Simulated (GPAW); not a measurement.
# Cu K ELNES/XANES of CuAu (P4/mmm) from DFT

Aim: the dependence of the Cu K near-edge features of CuAu (P4/mmm) on volume.

Program: GPAW 26.7.0. Level of theory: X-ray absorption from dipole matrix elements to empty bands, plane-wave PAW revPBE, without spin-orbit coupling. Results are calculated unless marked as measured.

The database entry behind the starting cell is an old determination (1936), so it need not match the best structure at ambient conditions.

## Step 1: Set-up

The structure is tetragonal, space group P4/mmm (No. 123). Conventional cell: a = 2.811 Å, b = 2.811 Å, c = 3.685 Å, α = 90.00°, β = 90.00°, γ = 90.00°. Nearest to Au lie 8 Cu at 2.71 Å and 4 Au at 2.81 Å. Cu has 8 Au at 2.71 Å and 4 Cu at 2.81 Å nearest. Farther neighbours are not listed.

Structure file:

```xyz
2
Lattice="2.8107 0.0000 0.0000 0.0000 2.8107 0.0000 0.0000 0.0000 3.6850" Properties=species:S:1:pos:R:3 pbc="T T T"
Au    0.0000    0.0000    0.0000
Cu    1.4054    1.4054    1.8425
```

## Step 2: Ground state of the crystal

The ground state comes first: it tells whether the system has a gap, which decides how the excited electron is treated.

The input, scf.py:

```python
import numpy as np
from ase import Atoms
from ase.parallel import parprint, paropen
from gpaw import GPAW, PW, FermiDirac, Mixer, MixerDif, setup_paths
from gpaw.test import gen
setup_paths.insert(0, '.')
gen('Cu', name='nch1s', xcname='revPBE', corehole=(1, 0, 0), write_xml=True)
from gpaw.mpi import world
world.barrier()

atoms = Atoms('AuCu',
    cell=[[2.81074946, 0, 0],
     [0, 2.81074946, 0],
     [0, 0, 3.685]],
    scaled_positions=[[0, 0, 0],
     [0.5, 0.5, 0.5]],
    pbc=True)
atoms.calc = calc = GPAW(legacy_gpaw=True, mode=PW(430), xc='revPBE', setups={1: 'nch1s'},
    kpts={'size': (9, 9, 7), 'gamma': True}, occupations=FermiDirac(0.05),
    charge=0, mixer=Mixer(0.1, 5, 50), maxiter=150,
    convergence={'density': 0.0001}, txt='scf.txt')
energy = atoms.get_potential_energy() + calc.get_reference_energy()
ef = calc.get_fermi_level()
out = dict(energy=energy, fermi=ef, forces=atoms.get_forces().tolist())
parprint(f'all-electron energy {energy:.4f} eV, Fermi level {ef:.4f} eV')
ev = np.array([[calc.get_eigenvalues(k, s) for k in range(len(calc.get_ibz_k_points()))] for s in range(calc.get_number_of_spins())])
out['homo'], out['lumo'], out['counts'] = ev[ev < ef].max(), ev[ev > ef].min(), sorted(set((ev < ef).sum((0, 2)).tolist()))
out['filled'] = (ev[:, 0] < ef).sum(1).tolist()
import json
with paropen('out.json', 'w') as f:
    json.dump(out, f)
```

Launch:

```sh
OMP_NUM_THREADS=1 mpirun -n 2 gpaw python scf.py
```

Numbers of over 12 decimals in the logs are rounded to 6 here.

Log:

```text
Input parameters:
  convergence: {density: 0.0001}
  kpts: {gamma: True,
         size: (9, 9, 7)}
  maxiter: 150
  mixer: {backend: pulay,
          beta: 0.1,
          method: separate,
          nmaxold: 5,
          weight: 50}
  mode: {ecut: 430.0,
         name: pw}
  occupations: {fixmagmom: False,
                name: fermi-dirac,
                width: 0.05}
  setups: {1: nch1s}
  xc: revPBE

Initialize ...

[... PAW data sets ...]

Reference energy: -561634.331968  # eV

Spin-paired calculation

[... convergence settings ...]
Symmetries present (total): 16
  [... symmetry matrices ...]

567 k-points: 9 x 9 x 7 Monkhorst-Pack grid
60 k-points in the irreducible part of the Brillouin zone
       k-points in crystal coordinates                weights
   0:     0.00000000    0.00000000    0.00000000          1/567
   1:     0.00000000    0.00000000    0.14285714          2/567
   2:     0.00000000    0.00000000    0.28571429          2/567
   3:     0.00000000    0.00000000    0.42857143          2/567
   4:     0.11111111    0.00000000    0.00000000          4/567
   5:     0.11111111    0.00000000    0.14285714          8/567
   6:     0.11111111    0.00000000    0.28571429          8/567
   7:     0.11111111    0.00000000    0.42857143          8/567
   8:     0.11111111    0.11111111    0.00000000          4/567
   9:     0.11111111    0.11111111    0.14285714          8/567
          ...
  59:     0.44444444    0.44444444    0.42857143          8/567

Wave functions: Plane wave expansion
  Cutoff energy: 430.000 eV
  Number of coefficients (min, max): 580, 609
  Pulay-stress correction: 0.000000 eV/Ang^3 (de/decut=0.000000)
  Using FFTW library
  Wavefunction extrapolation:
    Improved wavefunction reuse through dual PAW basis

Occupation numbers: Fermi-Dirac:
  width: 0.0500  # eV

Eigensolver
   Davidson(niter=2)

Densities:
  Coarse grid: 14*14*18 grid
  Fine grid: 28*28*36 grid
  Total Charge: 0.000000

Density mixing:
  Method: separate
  Backend: pulay
  Linear mixing parameter: 0.1
  old densities: 5
  Width of damping distribution: 1.1
  Damping of long wavelength oscillations: 50

[... Hamiltonian set-up ...]
Number of atoms: 2
Number of atomic orbitals: 18
Number of bands in calculation: 18
Number of valence electrons: 22
Bands to converge: occupied

... initialized

Initializing position-dependent things.

Density initialized from atomic densities
Creating initial wave functions:
  18 bands from LCAO basis set

Positions:
   0 Au     0.000000    0.000000    0.000000    ( 0.0000,  0.0000,  0.0000)
   1 Cu     1.405375    1.405375    1.842500    ( 0.0000,  0.0000,  0.0000)

Unit cell:
           periodic     x           y           z      points  spacing
  1. axis:    yes    2.810749    0.000000    0.000000    14     0.2008
  2. axis:    yes    0.000000    2.810749    0.000000    14     0.2008
  3. axis:    yes    0.000000    0.000000    3.685000    18     0.2047

  Lengths:   2.810749   2.810749   3.685000
  Angles:   90.000000  90.000000  90.000000

Effective grid spacing dv^(1/3) = 0.2021

iter:   1    -6.903531
iter:   2    -6.404682   -2.10  -1.27
iter:   3    -5.974168   -1.98  -1.39
iter:   4    -5.943906   -3.03  -1.80
iter:   5    -5.966120   -2.95  -1.99
iter:   6    -5.932260   -2.91  -2.64
iter:   7    -5.932340   -4.12  -2.88
iter:   8    -5.931950c  -4.77  -2.97
iter:   9    -5.931362c  -4.92  -3.42
iter:  10    -5.931370c  -6.96  -3.77
iter:  11    -5.931380c  -6.94  -3.81
iter:  12    -5.931343c  -6.19  -3.90
iter:  13    -5.931342c  -7.12  -4.19c
iter:  14    -5.931341c  -7.77c -4.80c

Converged after 14 iterations.

Dipole moment: (-0.000000, -0.000000, -0.000000) |e|*Ang

Energy contributions relative to reference atoms: (reference = -561634.331968)

Kinetic:        -17.978214
Potential:      +14.025011
External:        +0.000000
XC:              -2.330700
Entropy (-ST):   -0.004011
Local:           +0.354568
SIC:             +0.000000
--------------------------
Free energy:     -5.933346
Extrapolated:    -5.931341

Showing only first 2 kpts
 Kpt  Band  Eigenvalues  Occupancy
  0     9      7.83808    2.00000
  0    10      7.83808    2.00000
  0    11     11.43701    0.00000
  0    12     17.37540    0.00000

  1     9      7.69175    2.00000
  1    10      7.69175    2.00000
  1    11     10.04507    0.00000
  1    12     19.16672    0.00000

Fermi level: 9.27610

No gap
No difference between direct/indirect transitions

Forces in eV/Ang:
  0 Au    0.00000    0.00000    0.00000
  1 Cu   -0.00000    0.00000    0.00000
Scalar-relativistic atomic revPBE calculation for Cu (Copper, Z=29)
Core hole in 1s state (1s occupation: 2.0)
600 radial gridpoints.
|------------------------------------------------|
|------------------------------------------------|
[... the atom generator's iteration count ...]

Energy contributions:
-------------------------
Kinetic:    +1678.770066
XC:           -67.683350
Potential:  -3265.744941
-------------------------
Total:      -1654.658225

state      eigenvalue         ekin         rmax
-----------------------------------------------
1s^2.0 :  -325.146316   420.090116        0.034
2s^2.0 :   -39.035718    78.982663        0.197
2p^6.0 :   -33.695049    76.930346        0.158
3s^2.0 :    -4.214264    17.266738        0.613
3p^6.0 :    -2.650119    15.127573        0.620
3d^10.0:    -0.182213     9.262973        0.603
4s^1.0 :    -0.165630     1.113790        2.276
4p^0.0 :    -0.025137     0.311646        3.754
-----------------------------------------------
(units: Bohr and Hartree)

Generating PAW setup
Kinetic energy of the core from tauc = 1600.138163
Cutoffs:
rc(s)=2.200
rc(p)=2.200
rc(d)=2.000
rc(vbar)=1.800
rc(comp)=2.000
rc(nct)=2.200

Kinetic energy of the core states: 1585.026549
Charge: 0.0
Core electrons: 18.0
Valence electrons: 11.0
Pseudo-core charge: 0.377979
Shape function alpha=2.500
Pseudo-electron charge 4.185970
state    eigenvalue         norm
--------------------------------
4s(1) :    -0.165630     1.054476
*s    :     0.834370
4p(0) :    -0.025137     1.001202
*p    :     0.974863
3d(10):    -0.182213     0.275352
*d    :     0.817787
--------------------------------

Diagonalizing with gridspacing h=0.050

state   all-electron     PAW
-------------------------------
4s:      -0.165630    -0.165715
4p:      -0.025137    -0.024950
3d:      -0.182213    -0.182637
*f:                    0.067777
-------------------------------
all-electron energy -561640.2633 eV, Fermi level 9.2761 eV
```

The job ended after 8.6 s (2 MPI ranks of Arm Neoverse V2, shared host; peak memory 0.16 GiB; 17 s of CPU time).

The mesh shows no gap, so the system is treated as a metal and the core electron is put at the Fermi level (neutral cell).

## Step 3: Supercell without a hole, the energy reference

The photon energy needs a difference of total energies, so the cell and mesh of the coming hole run are first run without a hole.

scf.py: that of step 2 with these lines changed.

```diff
@@ -10,11 +10,17 @@
 
-atoms = Atoms('AuCu',
-    cell=[[2.81074946, 0, 0],
-     [0, 2.81074946, 0],
-     [0, 0, 3.685]],
+atoms = Atoms('Au4Cu4',
+    cell=[[2.81074946, 2.81074946, 3.685],
+     [-2.81074946, 2.81074946, -3.685],
+     [-2.81074946, 2.81074946, 3.685]],
     scaled_positions=[[0, 0, 0],
-     [0.5, 0.5, 0.5]],
+     [0.5, 0.5, 0],
+     [0, 0.5, 0.5],
+     [0.5, 0, 0.5],
+     [0.5, 0, 0],
+     [0, 0.5, 0],
+     [0.5, 0.5, 0.5],
+     [0, 0, 0.5]],
     pbc=True)
-atoms.calc = calc = GPAW(legacy_gpaw=True, mode=PW(430), xc='revPBE', setups={1: 'nch1s'},
-    kpts={'size': (9, 9, 7), 'gamma': True}, occupations=FermiDirac(0.05),
+atoms.calc = calc = GPAW(legacy_gpaw=True, mode=PW(430), xc='revPBE', setups={4: 'nch1s'},
+    kpts={'size': (6, 6, 6), 'gamma': True}, occupations=FermiDirac(0.1),
     charge=0, mixer=Mixer(0.1, 5, 50), maxiter=150,
```

Log:

```text
Input parameters:
  convergence: {density: 0.0001}
  kpts: {gamma: True,
         size: (6, 6, 6)}
  maxiter: 150
  mixer: {backend: pulay,
          beta: 0.1,
          method: separate,
          nmaxold: 5,
          weight: 50}
  mode: {ecut: 430.0,
         name: pw}
  occupations: {fixmagmom: False,
                name: fermi-dirac,
                width: 0.1}
  setups: {4: nch1s}
  xc: revPBE

Initialize ...

[...]
*s    :     0.834370
4p(0) :    -0.025137     1.001202
*p    :     0.974863
3d(10):    -0.182213     0.275352
*d    :     0.817787
--------------------------------

Diagonalizing with gridspacing h=0.050

state   all-electron     PAW
-------------------------------
4s:      -0.165630    -0.165715
4p:      -0.025137    -0.024950
3d:      -0.182213    -0.182637
*f:                    0.067777
-------------------------------
all-electron energy -2246560.9533 eV, Fermi level 9.2754 eV
[key lines of the parts left out:]
Converged after 14 iterations.
Dipole moment: (-0.000000, 0.000000, -0.000000) |e|*Ang
Free energy:    -23.676463
Fermi level: 9.27540
```

Elapsed: 2 min, on 2 MPI ranks; peak memory 0.35 GiB; 4 min of CPU time.

Reference energy: -2246560.953 eV with the cores included.

(Continued in part 2 of 3.)

[Banner, clock and machine lines of the logs are left out without a mark of their own.]

[Logs are printed without paths, hosts, clocks, repeated set-up lines and the standing remarks that a program may print on its own settings, such as how far it seeks lower states.]

[Hosts, paths, dates, database ids (printed as entryN), source tags and the programs' standing remarks are cut or masked in the printed files.]

[Lists of maxima count a maximum above −3 eV only where it reaches 4 % of the highest in the window and stands out from its surroundings by 2 % of it (1.5 % where it reaches 55 %); shoulders and weaker maxima are passed over, and of the rest the first, up to two pre-edge ones and the few strongest are named.]
